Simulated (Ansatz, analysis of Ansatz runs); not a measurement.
# Reproducing a measured hyperfine coupling: NV- centre in diamond, part 2 of 2

Subject: NV- centre in diamond. Wanted: its hyperfine coupling, in one set-up (HSE06 on PBE structures, 128-site cell, PBE lattice, 420 eV, k: the single point 1/4 1/4 1/4 then the zone centre alone). The model is a cell of 128 host atoms with 1 site emptied and N put on another atom's site. The isotropic coupling follows from the spin density at the nucleus, the nuclear g-factor and the total spin. Exact exchange opens the gap, stiffens bonds and lessens the self-interaction error, at many times the cost.

Ansatz 0.2.0; HSE06 on PBE structures, 128-site cell, PBE lattice, 420 eV, k: the single point 1/4 1/4 1/4 then the zone centre alone.

So far: The structure; Relaxation, charge −1.

## Step 3: Contact spin densities

The relaxed structure is kept, and the final numbers are taken at the final level and k-points.

This step: plane-wave PAW DFT, HSE06; single point of a defect supercell on the structure relaxed with PBE.

point/input.yaml

```yaml
crystal:
  lattice:
    - [0.0, 7.14316351, 7.14316351]
    - [7.14316351, 0.0, 7.14316351]
    - [7.14316351, 7.14316351, 0.0]
  atoms:
    - { symbol: C, position: [0.124837991, 0.124721368, 0.125120396] }
    - { symbol: C, position: [0.187372908, 0.187255689, 0.18765323] }
    - { symbol: C, position: [0.124660934, 0.124543442, 0.375301946] }
    - { symbol: C, position: [0.187100211, 0.186985483, 0.437635358] }
    - { symbol: C, position: [0.124919221, 0.124802095, 0.625149674] }
    - { symbol: C, position: [0.187822028, 0.187702023, 0.687399745] }
    - { symbol: C, position: [0.125043816, 0.124924521, 0.875099314] }
    - { symbol: C, position: [0.18755689, 0.187439424, 0.937643387] }
    - { symbol: C, position: [0.124663355, 0.374903302, 0.124942005] }
    - { symbol: C, position: [0.1871059, 0.437238287, 0.187387111] }
    - { symbol: C, position: [0.1238093, 0.374636238, 0.375034859] }
    - { symbol: C, position: [0.191026921, 0.434322818, 0.434732033] }
    - { symbol: C, position: [0.127752964, 0.37429408, 0.62361345] }
    - { symbol: C, position: [0.190548769, 0.436971708, 0.686190838] }
    - { symbol: C, position: [0.12427188, 0.375008545, 0.875422252] }
    - { symbol: C, position: [0.187571319, 0.437394443, 0.937604883] }
    - { symbol: C, position: [0.124918683, 0.624754805, 0.125199361] }
    - { symbol: C, position: [0.187825883, 0.686991283, 0.188106818] }
    - { symbol: C, position: [0.127740243, 0.623225565, 0.374693337] }
    - { symbol: C, position: [0.19054605, 0.685794915, 0.437368817] }
    - { symbol: C, position: [0.12612562, 0.62427182, 0.624667516] }
    - { symbol: C, position: [0.187974376, 0.68709605, 0.687495578] }
    - { symbol: C, position: [0.125012093, 0.624823698, 0.875075915] }
    - { symbol: C, position: [0.187535553, 0.687329916, 0.937800117] }
    - { symbol: C, position: [0.125046247, 0.874699647, 0.125325772] }
    - { symbol: C, position: [0.187557496, 0.937244538, 0.187837791] }
    - { symbol: C, position: [0.124272771, 0.875023943, 0.375406967] }
    - { symbol: C, position: [0.187570833, 0.937208584, 0.437789596] }
    - { symbol: C, position: [0.125014115, 0.874676066, 0.625220908] }
    - { symbol: C, position: [0.187534708, 0.93740228, 0.687727237] }
[... 12 lines left out ...]
    - { symbol: "N", position: [0.369214738, 0.369105098, 0.369496693] }
[... 76 lines left out ...]
    - { symbol: C, position: [0.874929296, 0.874810261, 0.12529997] }
    - { symbol: C, position: [0.937524569, 0.937403595, 0.187828226] }
    - { symbol: C, position: [0.875071459, 0.874955836, 0.375213538] }
    - { symbol: C, position: [0.937563191, 0.937446801, 0.437782823] }
    - { symbol: C, position: [0.87495696, 0.87483783, 0.62515929] }
    - { symbol: C, position: [0.937534614, 0.937412893, 0.687733332] }
    - { symbol: C, position: [0.874921207, 0.874802299, 0.875199005] }
    - { symbol: C, position: [0.937508718, 0.937392407, 0.937786712] }
total_charge: -1
basis:
  ecutwfc: 420
  xc_grid: 2
hamiltonian:
  xc: hse06
kpoints:
  mp_grid: { grid: [1, 1, 1] }
magnetization:
  spin_polarized: true
  initial_magnetization: 2
  spin_locking: { lock_magnetization: hard }
scf:
  occupations: { method: fermi_dirac, width: 0.01 }
  max_iter: 120
output:
  forces: true
  efg: {}
  eigenvalues: true
checkpoint:
  read: "../relax.run"
```

The run is started by

```console
ansatz run input.yaml --threads 4 --pin off --max-ram 7536MiB --backend cpu --events-out ev --progress --plain --runs-dir out
```

Numbers of over 12 decimals in the logs are rounded to 6 here.

Log:

```text
[...]
Warning: at least one further symmetry operation maps every atom of the structure, as the run holds it, onto an atom to within 1.20e-5 (fractional), and is not used: to satisfy it, and what else the atoms miss by up to 2.00e-5, twice [...]
Warning: checkpoint.read: hamiltonian.xc differs: saved pbe, current hse06; the SCF iterates under this deck's functional from the saved state
exact exchange: scf.exx.singularity resolves to wigner_seitz, which cuts the screened interaction at the faces of the exchange supercell's Wigner-Seitz cell, so that each pair interacts once, at the shortest of its separations (the periodic images that this [...]
[...]
Crystal: 127 atoms, lattice volume = 728.957 Å³
Basis set: ecut = 420 eV, 14211 PW (Γ), exchange–correlation on 144×144×144 points (8 copies of the dense FFT grid, shifted against one another)
Bands: 383, of which v1, the nominal top of the filled ones, is band 255 counted from 1 (254 counted from 0)
[...]
atom  42  C  V_zz =    +1.690484   η = 0.0515   by run symmetry: allowed
[...]
atom  43  N  V_zz =   -14.946746   η = 0.0001   by run symmetry: allowed
[...]
atom  44  C  V_zz =    -2.302288   η = 0.0707   by run symmetry: allowed
[...]
atom  48  C  V_zz =    -0.331134   η = 0.8740   by run symmetry: allowed
[...]
atom  50  C  V_zz =    -2.301731   η = 0.0705   by run symmetry: allowed
[...]
atom  72  C  V_zz =    -0.331096   η = 0.8736   by run symmetry: allowed
[...]
atom  74  C  V_zz =    -2.302311   η = 0.0706   by run symmetry: allowed
[...]
--- Band table (eV) ---
[...]
[key lines of the parts left out:]
Magnetization: 2.0000 μB (256.0000 up, 254.0000 down)
Free energy (F): -31965.790034 eV
Fermi energy:    15.543333 (↑ 16.144898, ↓ 15.421982) eV
```

The job ended after 6.8 min (4 threads of Arm Neoverse V1, shared host; peak memory 3.3 GiB; 26 min of CPU time).

Numbers from this step:

- free energy: -31965.7900 eV
- total moment: 2 μB
- integral of the absolute spin density: 2.372 μB
- spin contamination: 0.01510

The largest moments in the atoms' spheres: C50 0.27, C44 0.27, C74 0.27, C56 0.02, C27 0.02, C39 0.02 μB.

Contact couplings A = (2/3) μ0 ge μB gN μN ρs / (2S h), for each element's most abundant magnetic isotope:

```tsv
atom	isotope	distance from the centre (Å)	contact spin density (e/Å³)	A (MHz)
C74	13C	1.65	1.50	125.3
C44	13C	1.65	1.50	125.3
C50	13C	1.65	1.50	125.3
C58	13C	3.90	0.157	13.1
C46	13C	3.90	0.157	13.1
C106	13C	3.90	0.157	13.1
C51	13C	2.52	-0.132	-11.0
C45	13C	2.52	-0.132	-11.0
C75	13C	2.52	-0.132	-11.0
C56	13C	3.89	0.128	10.7
```

## Step 4: Results

- 14N, isotropic: -2.6 MHz
- integral of the absolute spin density: 2.37 μB
- time of the whole chain: 9.7 min on 4 threads

14N, isotropic: computed -2.6 MHz, measured -2.51 MHz; 0.1 MHz (5 %) larger in size than the measurement. Only the isotropic (Fermi contact) part is computed, with core polarisation; no vibrational averaging. Limits: the zone centre alone is a coarse sampling for this cell; the structure comes from another functional than the final numbers.

[Logs are printed without paths, hosts, clocks, repeated set-up lines and the standing remarks that a program may print on its own settings, such as how far it seeks lower states.]

[Hosts, paths, dates, database ids (printed as entryN), source tags and the programs' standing remarks are cut or masked in the printed files.]

[For some hosts the program warned that the k-mesh of the response run may be too coarse for force constants and the static dielectric constant; such warnings are not shown here.]
